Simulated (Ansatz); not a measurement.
# Cs on Al(100): change of the work function

How does Cs on the hollow site change the work function of Al(100) as the layer fills?

Calculated with Ansatz 0.2.0; plane-wave DFT, PBE, Ansatz PAW.

## 1. The structure

The cell holds 4 atoms: 4 Al. Its edges and angles: a = 2.864 Å, b = 2.864 Å, c = 24.075 Å, α = 90.0°, β = 90.0°, γ = 90.0°. Vacuum lies along c.

## 2. The clean slab

The bare slab comes first, as the zero from which every change is counted. The two lowest layers are held at bulk places and the upper ones relax. The dipole correction removes the false field that a one-sided slab makes across the periodic vacuum, so each face gets a flat vacuum level of its own.

The input, input.yaml:

```yaml
crystal:
  lattice:
    - [2.8637824638, 0.0, 0.0]
    - [0.0, 2.8637824638, 0.0]
    - [0.0, 0.0, 24.075]
  atoms:
    - { symbol: Al, position: [0.5, 0.5, 0.3738317757] }
    - { symbol: Al, position: [0.0, 0.0, 0.4579439252] }
    - { symbol: Al, position: [0.5, 0.5, 0.5420560748] }
    - { symbol: Al, position: [0.0, 0.0, 0.6261682243] }
kpoints:
  mp_grid: { grid: [10, 10, 1] }
hamiltonian:
  xc: pbe
scf:
  occupations: { method: fermi_dirac, width: 0.1 }
  convergence: { dr2_threshold: 1.0e-08 }
efield:
  axis: 3
  dipole_correction: true
  ramp_position: 0.97
  ramp_width: 0.06
relax:
  f_tol: 0.02
  max_steps: 60
  constraints: [{ sites: [0, 1] }]
output:
  write_potential: true
  write_density: true
  volumetric_format: npy
```

Command:

```sh
$ ansatz run input.yaml --threads 2 --pin off --max-ram 3072MiB --backend cpu --events-out ev --progress --plain --runs-dir out
```

Numbers of over 12 decimals in the logs are rounded to 6 here.

Output:

```text
Engine: ansatz 0.2.0, aarch64-unknown-linux-gnu
Pseudopotentials: kind: paw
Pseudopotential: Al, paw, valence charge 3, recommended cutoff 420 eV (normal), Al.paw.azcp
Functional definition: PBE
  parameter kappa = 0.804
  parameter beta = 0.066725
  exchange = pbe_x(kappa = kappa, mu = beta*pi^2/3)
  correlation = pbe_c(beta = beta)
Crystal: 4 atoms, lattice volume = 197.445 Å³
Basis set: ecut = 420 eV, 3877 PW (Γ), exchange–correlation on 40×40×324 points (8 copies of the dense FFT grid, shifted against one another)
Bands: 10, of which v1, the nominal top of the filled ones, is band 6 counted from 1 (5 counted from 0)
Symmetry: 8 space group operations
k-points: 21 of 100
Non-local potential: Al, projectors of the file, l = 0: 2, l = 1: 2, l = 2: 1
PAW form: soft (Blöchl's): semilocal exchange-correlation on the pseudo side does not see the compensation charge
PAW one-centre angular grid: Al, 110 points (default); XC on 64 Gauss nodes
Initial density: superposition of atomic densities (neutral atoms: chi_scale 0, normalization atom), corrected by the library's trained network
Initial wavefunctions: pseudopotential atomic-orbital guess
Functional: x = pbe(κ = 0.804, μ = 0.219515), c = pbe(β = 0.066725)
SCF iter   1: F=—  HF=-2149.024311 eV  |F-HF|=—  |Δ(HF+E_count)|=         —  Δρ=1.17e-3  dr2=6.88e-3  ethr=1.77e-3  p=0.000 e·Å  D=4.85e-14 V/Å  ΔV_dip=-0.00 eV  dr2_dipole=2.43e-11  V_vac-E_F(+/−)=4.18/4.18 eV  ⟨swp⟩=8.0  Hψ=1869  notcnv=0
efield: sawtooth ramp at fractional position 0.9700 (set: `efield.ramp_position`, or a place that a band, a saddle search or an elastic batch's reference lends), width 0.0600; the density the first Hamiltonian is built on has a dipole p = 0.000 e·Å; the dipole correction subtracts the counter field D = 4.85e-14 V/Å, which shifts the + side's vacuum level by -0.00 eV against the − side's; the planar-averaged density in the ramp window peaks in size at 7.4e-6 e/Å³
preconditioner: auto → LDOS  [metal: Δε(μ)=0.082 eV  Ē_g=6.208 eV  σ=0.100 eV  W_gap=0.20  n_scr=12 (ndim 8)  ℏωp=9.2 eV  f_vac=0.539  D(μ)=2.20/eV (n_scr^D=10)  β→1.0]
SCF iter   2: F=—  HF=-2149.023751 eV  |F-HF|=—  |Δ(HF+E_count)|=   5.60e-4  Δρ=3.01e-4  dr2=2.23e-4  ethr=5.73e-5  p=0.000 e·Å  D=1.54e-5 V/Å  ΔV_dip=-0.00 eV  dr2_dipole=4.73e-10  V_vac-E_F(+/−)=4.35/4.35 eV  ⟨swp⟩=2.4  Hψ=510  notcnv=0
SCF iter   3: F=—  HF=-2149.023943 eV  |F-HF|=—  |Δ(HF+E_count)|=   1.92e-4  Δρ=9.38e-5  dr2=6.22e-5  ethr=1.86e-6  p=0.000 e·Å  D=9.18e-7 V/Å  ΔV_dip=-0.00 eV  dr2_dipole=5.05e-13  V_vac-E_F(+/−)=4.35/4.35 eV  ⟨swp⟩=2.4  Hψ=387  notcnv=0
SCF iter   4: F=—  HF=-2149.024117 eV  |F-HF|=—  |Δ(HF+E_count)|=   1.74e-4  Δρ=2.94e-5  dr2=1.97e-6  ethr=5.18e-7  p=0.000 e·Å  D=1.50e-6 V/Å  ΔV_dip=-0.00 eV  dr2_dipole=3.36e-11  V_vac-E_F(+/−)=4.35/4.35 eV  ⟨swp⟩=2.6  Hψ=340  notcnv=0
SCF iter   5: F=—  HF=-2149.024120 eV  |F-HF|=—  |Δ(HF+E_count)|=   3.03e-6  Δρ=4.03e-6  dr2=7.99e-8  ethr=1.64e-8  p=0.000 e·Å  D=4.58e-7 V/Å  ΔV_dip=-0.00 eV  dr2_dipole=2.54e-12  V_vac-E_F(+/−)=4.35/4.35 eV  ⟨swp⟩=2.5  Hψ=385  notcnv=0
SCF iter   6: F=-2149.024120 eV  HF=-2149.024120 eV  |F-HF|=6.96e-9  |Δ(HF+E_count)|=   8.29e-8  Δρ=5.82e-7  dr2=2.87e-9  ethr=8.33e-11  p=-0.000 e·Å  D=-5.04e-8 V/Å  ΔV_dip=0.00 eV  dr2_dipole=2.56e-13  V_vac-E_F(+/−)=4.34/4.34 eV  ⟨swp⟩=10.0  Hψ=1476  notcnv=0
SCF 1 converged in 6 iterations: F = -2149.024120 eV  dr2 = 2.87e-9
  greatest PAW one-centre occupation: 0.476 electrons in one spin orbital (limit 2), on the Al atom at site 3 (counted from 0), in its partial waves of l = 0
relax step   1: F+E_penalty+E_count = -2149.02412048 eV  Δ(F+E_penalty+E_count) = +0.000e0 eV  max|allowed force component| = 1.720e-1 eV/Å  Δτ_max = 0.0000 Å  (6 SCF iters, accepted)
Initial density: handed on by an earlier stage of this run
Initial wavefunctions: those handed on with the density
iter 1 solved again at ethr=9.27e-4 eV; its pass at ethr=3.10e-3 eV (dr2=1.11e-1 eV) is discarded
SCF iter   1: F=—  HF=-2149.049537 eV  |F-HF|=—  |Δ(HF+E_count)|=         —  Δρ=2.50e-3  dr2=1.04e-1  ethr=9.27e-4  p=-0.000 e·Å  D=-5.84e-8 V/Å  ΔV_dip=0.00 eV  dr2_dipole=1.41e-2  V_vac-E_F(+/−)=4.34/4.34 eV  ⟨swp⟩=1.3  Hψ=1606  notcnv=0
efield: sawtooth ramp at fractional position 0.9700 (set: `efield.ramp_position`, or a place that a band, a saddle search or an elastic batch's reference lends), width 0.0600; the density the first Hamiltonian is built on has a dipole p = -0.000 e·Å; the dipole correction subtracts the counter field D = -5.84e-8 V/Å, which shifts the + side's vacuum level by +0.00 eV against the − side's; the planar-averaged density in the ramp window peaks in size at 1.1e-7 e/Å³
preconditioner: auto → LDOS  [metal: Δε(μ)=0.106 eV  Ē_g=6.100 eV  σ=0.100 eV  W_gap=0.25  n_scr=12 (ndim 8)  ℏωp=9.2 eV  f_vac=0.527  D(μ)=2.23/eV (n_scr^D=10)  β→1.0]
SCF iter   2: F=—  HF=-2149.038886 eV  |F-HF|=—  |Δ(HF+E_count)|=   1.07e-2  Δρ=7.61e-4  dr2=1.54e-2  ethr=8.68e-4  p=0.001 e·Å  D=5.53e-4 V/Å  ΔV_dip=-0.01 eV  dr2_dipole=4.23e-3  V_vac-E_F(+/−)=4.33/4.34 eV  ⟨swp⟩=1.9  Hψ=258  notcnv=0
SCF iter   3: F=—  HF=-2149.038247 eV  |F-HF|=—  |Δ(HF+E_count)|=   6.39e-4  Δρ=2.45e-4  dr2=3.33e-4  ethr=1.28e-4  p=0.001 e·Å  D=9.29e-4 V/Å  ΔV_dip=-0.02 eV  dr2_dipole=3.91e-5  V_vac-E_F(+/−)=4.31/4.33 eV  ⟨swp⟩=1.9  Hψ=298  notcnv=0
SCF iter   4: F=—  HF=-2149.038311 eV  |F-HF|=—  |Δ(HF+E_count)|=   6.37e-5  Δρ=5.07e-5  dr2=4.31e-5  ethr=2.78e-6  p=0.001 e·Å  D=7.18e-4 V/Å  ΔV_dip=-0.02 eV  dr2_dipole=1.95e-6  V_vac-E_F(+/−)=4.31/4.32 eV  ⟨swp⟩=2.3  Hψ=358  notcnv=0
SCF iter   5: F=—  HF=-2149.038506 eV  |F-HF|=—  |Δ(HF+E_count)|=   1.95e-4  Δρ=1.29e-5  dr2=3.67e-6  ethr=3.59e-7  p=0.001 e·Å  D=8.74e-4 V/Å  ΔV_dip=-0.02 eV  dr2_dipole=7.27e-7  V_vac-E_F(+/−)=4.30/4.33 eV  ⟨swp⟩=2.0  Hψ=299  notcnv=0
SCF iter   6: F=—  HF=-2149.038507 eV  |F-HF|=—  |Δ(HF+E_count)|=   5.67e-7  Δρ=2.55e-6  dr2=1.16e-7  ethr=3.06e-8  p=0.001 e·Å  D=9.04e-4 V/Å  ΔV_dip=-0.02 eV  dr2_dipole=2.42e-8  V_vac-E_F(+/−)=4.30/4.32 eV  ⟨swp⟩=1.7  Hψ=266  notcnv=0
SCF iter   7: F=-2149.038507 eV  HF=-2149.038507 eV  |F-HF|=3.63e-9  |Δ(HF+E_count)|=   5.32e-8  Δρ=6.84e-7  dr2=2.95e-9  ethr=8.33e-11  p=0.001 e·Å  D=9.18e-4 V/Å  ΔV_dip=-0.02 eV  dr2_dipole=3.78e-11  V_vac-E_F(+/−)=4.30/4.32 eV  ⟨swp⟩=9.9  Hψ=1461  notcnv=0
SCF 2 converged in 7 iterations: F = -2149.038507 eV  dr2 = 2.95e-9
  greatest PAW one-centre occupation: 0.478 electrons in one spin orbital (limit 2), on the Al atom at site 3 (counted from 0), in its partial waves of l = 0
relax step   2: F+E_penalty+E_count = -2149.03850683 eV  Δ(F+E_penalty+E_count) = -1.439e-2 eV  max|allowed force component| = 6.225e-2 eV/Å  Δτ_max = 0.1950 Å  (7 SCF iters, accepted)
SCF iter   1: F=—  HF=-2149.042203 eV  |F-HF|=—  |Δ(HF+E_count)|=         —  Δρ=7.85e-4  dr2=9.68e-3  ethr=9.80e-4  p=0.001 e·Å  D=9.18e-4 V/Å  ΔV_dip=-0.02 eV  dr2_dipole=1.86e-3  V_vac-E_F(+/−)=4.30/4.32 eV  ⟨swp⟩=3.7  Hψ=921  notcnv=0
efield: sawtooth ramp at fractional position 0.9700 (set: `efield.ramp_position`, or a place that a band, a saddle search or an elastic batch's reference lends), width 0.0600; the density the first Hamiltonian is built on has a dipole p = 0.001 e·Å; the dipole correction subtracts the counter field D = 9.18e-4 V/Å, which shifts the + side's vacuum level by -0.02 eV against the − side's; the planar-averaged density in the ramp window peaks in size at 7.4e-8 e/Å³
preconditioner: auto → LDOS  [metal: Δε(μ)=0.147 eV  Ē_g=6.146 eV  σ=0.100 eV  W_gap=0.33  n_scr=12 (ndim 8)  ℏωp=9.2 eV  f_vac=0.533  D(μ)=2.19/eV (n_scr^D=10)  β→1.0]
SCF iter   2: F=—  HF=-2149.040948 eV  |F-HF|=—  |Δ(HF+E_count)|=   1.26e-3  Δρ=2.24e-4  dr2=8.62e-4  ethr=8.07e-5  p=0.001 e·Å  D=8.33e-4 V/Å  ΔV_dip=-0.02 eV  dr2_dipole=1.53e-4  V_vac-E_F(+/−)=4.31/4.33 eV  ⟨swp⟩=2.3  Hψ=465  notcnv=0
SCF iter   3: F=—  HF=-2149.040914 eV  |F-HF|=—  |Δ(HF+E_count)|=   3.35e-5  Δρ=6.24e-5  dr2=2.47e-5  ethr=7.18e-6  p=0.001 e·Å  D=5.61e-4 V/Å  ΔV_dip=-0.01 eV  dr2_dipole=1.77e-6  V_vac-E_F(+/−)=4.31/4.33 eV  ⟨swp⟩=1.9  Hψ=295  notcnv=0
SCF iter   4: F=—  HF=-2149.041097 eV  |F-HF|=—  |Δ(HF+E_count)|=   1.83e-4  Δρ=1.32e-5  dr2=1.63e-6  ethr=2.06e-7  p=0.001 e·Å  D=6.55e-4 V/Å  ΔV_dip=-0.02 eV  dr2_dipole=1.35e-8  V_vac-E_F(+/−)=4.31/4.33 eV  ⟨swp⟩=2.4  Hψ=351  notcnv=0
SCF iter   5: F=—  HF=-2149.041096 eV  |F-HF|=—  |Δ(HF+E_count)|=   9.11e-7  Δρ=3.47e-6  dr2=9.30e-8  ethr=1.36e-8  p=0.001 e·Å  D=6.42e-4 V/Å  ΔV_dip=-0.02 eV  dr2_dipole=6.05e-9  V_vac-E_F(+/−)=4.32/4.33 eV  ⟨swp⟩=2.5  Hψ=339  notcnv=0
SCF iter   6: F=-2149.041096 eV  HF=-2149.041096 eV  |F-HF|=7.28e-9  |Δ(HF+E_count)|=   5.73e-8  Δρ=7.80e-7  dr2=3.13e-9  ethr=8.33e-11  p=0.001 e·Å  D=6.39e-4 V/Å  ΔV_dip=-0.02 eV  dr2_dipole=4.75e-11  V_vac-E_F(+/−)=4.32/4.33 eV  ⟨swp⟩=9.5  Hψ=1429  notcnv=0
SCF 3 converged in 6 iterations: F = -2149.041096 eV  dr2 = 3.13e-9
relax step   3: F+E_penalty+E_count = -2149.04109648 eV  Δ(F+E_penalty+E_count) = -2.590e-3 eV  max|allowed force component| = 1.518e-2 eV/Å  Δτ_max = 0.0640 Å  (6 SCF iters, accepted)
NSCF: frozen V_eff on 21 k-points
the search or the solves at the SCF's close seem to have found levels that the self-consistency loop had missed (the run counts 1). By its estimate they hold under 1e-12 electrons; where the run keeps them, the occupations were computed again with them
WARN: The output density's exchange-correlation potential varies sharply where the density is thin. Do not read a vacuum level from v_tot or v_xc, or from such a field of the output density. On a cell that repeats whose density bears no net charge and no dipole along the vacuum's axis use v_es (v_loc + v_h of the components); under efield.dipole_correction with no amplitude use v_es + v_field, which holds any externa [...]
SCF converged after 6 iterations
Free energy (F): -2149.041096 eV
Harris-Foulkes:  -2149.041096 eV  (|F-HF|=7.28e-9)
Internal energy: -2148.971543 eV  (E = F + TS)
E sigma→0 (E₀):  -2149.006320 eV
Entropy (-TS):   -0.069553 eV (-17.388 meV/atom)
Fermi energy:    -0.159494 eV
Dipole field:    D = 0.000649 V/Å  (p = 0.000708 e·Å, saw-weighted, corrected)
Work function:   Φ+ = 4.3154 eV   Φ− = 4.3310 eV
Levels:          The Fermi level and band energies are counted from a zero that moves with the ramp; work functions are not
--- Per-component energies (eV) ---
  E_band       = -49.959344
  E_kinetic    = 84.921119
  E_local      = -2702.669772  (includes V_loc(G=0)·N_el)
  E_nonlocal   = 41.869471
  E_hartree    = 1325.791522
  E_xc         = -155.529253
  E_vxc        = -111.249436  (∫ρ·V_xc dr)
  E_paw        = -1869.047449  (= ΣΔE_a)
  E_vpaw       = -14.412949  (= ΣTr[D̂ρ^β])
  E_aug_tail   = -0.000008  (compensation charges beyond the density's cutoff)
  E_efield     = 0.000000  (sawtooth field / dipole correction)
  E_vefield    = -0.000410  (∫n·V_field dr)
  E_ewald      = 1125.692827
  E_smearing   = -0.069553  (= −TS)
  E_closure    = -0.000000  (closes the sum)
  Σ components = -2149.041096   (vs F -2149.041096, Δ=0.00e0)
--- Forces (eV/Å), atoms counted from 1 ---
  atom   1  Al    -0.00000000     0.00000000    -0.15943958
  atom   2  Al     0.00000000     0.00000000     0.13715330
  atom   3  Al    -0.00000000     0.00000000     0.01517779
  atom   4  Al    -0.00000000     0.00000000     0.00710663
  max |Σ_I F_I| component: 1.86e-6 eV/Å
--- Band table (eV; the first three rows and the last of 21) ---
  k-point 0: bands = ["-10.6376", "-9.3450", "-7.2131", "-4.4968", "-2.1719", "1.1678", "3.2419", "4.1184", "4.3728", "5.6490"]
  k-point 1: bands = ["-10.4577", "-9.1665", "-7.0365", "-4.3210", "-2.0045", "1.3310", "3.1663", "3.4145", "4.2998", "4.3254"]
  k-point 2: bands = ["-9.9196", "-8.6325", "-6.5080", "-3.7958", "-1.5046", "0.4087", "1.6347", "1.8723", "3.6938", "3.9629"]
  k-point 20: bands = ["-2.4891", "-2.4891", "-1.3042", "-1.3042", "-1.1920", "-1.1471", "0.1437", "0.1840", "0.7076", "0.7076"]
--- Relaxed structure (3 steps of the walk, 3 accepted, 0 SCFs on fresh bases) ---
  F+E_penalty+E_count = -2149.04109648 eV   max|allowed force component| = 1.518e-2 eV/Å
  atoms:
    - { symbol: Al, position: [0.5, 0.5, 0.373832] }
    - { symbol: Al, position: [0.0, 0.0, 0.457944] }
    - { symbol: Al, position: [0.5, 0.5, 0.545374] }
    - { symbol: Al, position: [0, 0.0, 0.631610] }
```

Elapsed: 13 s, on 2 threads of Arm Neoverse N1, shared host; peak memory 0.35 GiB.

Relaxation path:

| step | energy less that of the first step (eV) | largest force component (eV/Å) |
| --- | --- | --- |
| 1 | 0.0000 | 0.1720 |
| 2 | -0.0144 | 0.0623 |
| 3 | -0.0170 | 0.0152 |

Forces are held to the 8 operations that the run works with; a distortion that breaks them can't arise in this run.

The atoms that moved most (Å):

| atom | dx | dy | dz | length |
| --- | --- | --- | --- | --- |
| Al4 | 0.000 | 0.000 | 0.131 | 0.131 |
| Al3 | 0.000 | 0.000 | 0.080 | 0.080 |

The relaxed structure:

```xyz
4
Lattice="2.8638 0.0000 0.0000 0.0000 2.8638 0.0000 0.0000 0.0000 24.0750" Properties=species:S:1:pos:R:3
Al    1.4319    1.4319    9.0000
Al    0.0000    0.0000   11.0250
Al    1.4319    1.4319   13.1299
Al    0.0000    0.0000   15.2060
```

This step gave:

| Item | Value |
| --- | --- |
| energy at zero smearing | -2149.0063 eV |
| work function, upper face | 4.315 eV |
| dipole along the normal | 7.08e-4 e·Å |

Running mean over 2.025 Å of the planar mean; the ramp of the sawtooth is left out. Table of electron's electrostatic potential energy less the Fermi level by z:

| z (Å) | electron's electrostatic potential energy less the Fermi level (eV) |
| --- | --- |
| 3.0 | 4.33 |
| 3.5 | 4.33 |
| 4.0 | 4.33 |
| 4.5 | 4.33 |
| 5.0 | 4.33 |
| 5.5 | 4.31 |
| 6.0 | 4.27 |
| 6.5 | 4.10 |
| 7.0 | 3.54 |
| 7.5 | 1.92 |
| 8.0 | -0.456 |
| 8.5 | -2.75 |
| 9.0 | -4.11 |
| 9.5 | -4.47 |
| 10.0 | -4.56 |
| 10.5 | -4.61 |
| 11.0 | -4.57 |
| 11.5 | -4.38 |
| 12.0 | -4.31 |
| 12.5 | -4.32 |
| 13.0 | -4.47 |
| 13.5 | -4.44 |
| 14.0 | -4.35 |
| 14.5 | -4.29 |
| 15.0 | -4.21 |
| 15.5 | -3.45 |
| 16.0 | -1.43 |
| 16.5 | 0.971 |
| 17.0 | 3.03 |
| 17.5 | 3.93 |
| 18.0 | 4.21 |
| 18.5 | 4.29 |
| 19.0 | 4.31 |
| 19.5 | 4.31 |
| 20.0 | 4.31 |
| 20.5 | 4.32 |
| 21.0 | 4.32 |

The relaxation took 3 steps and lowered the energy by 0.017 eV; the largest force on the free atoms ends at 0.015 eV/Å.

The work function of the upper face is 4.32 eV.

(Part 1 of 5 ends here.)

[Logs are printed without paths, hosts, clocks, repeated set-up lines and the standing remarks that a program may print on its own settings, such as how far it seeks lower states.]

[Hosts, paths, dates, database ids (printed as entryN), source tags and the programs' standing remarks are cut or masked in the printed files.]

[Maps of the electrostatic potential energy from Ansatz leave out the sawtooth potential of an applied field or a dipole correction, so their vacuum need not be flat; planar profiles and work functions include it.]
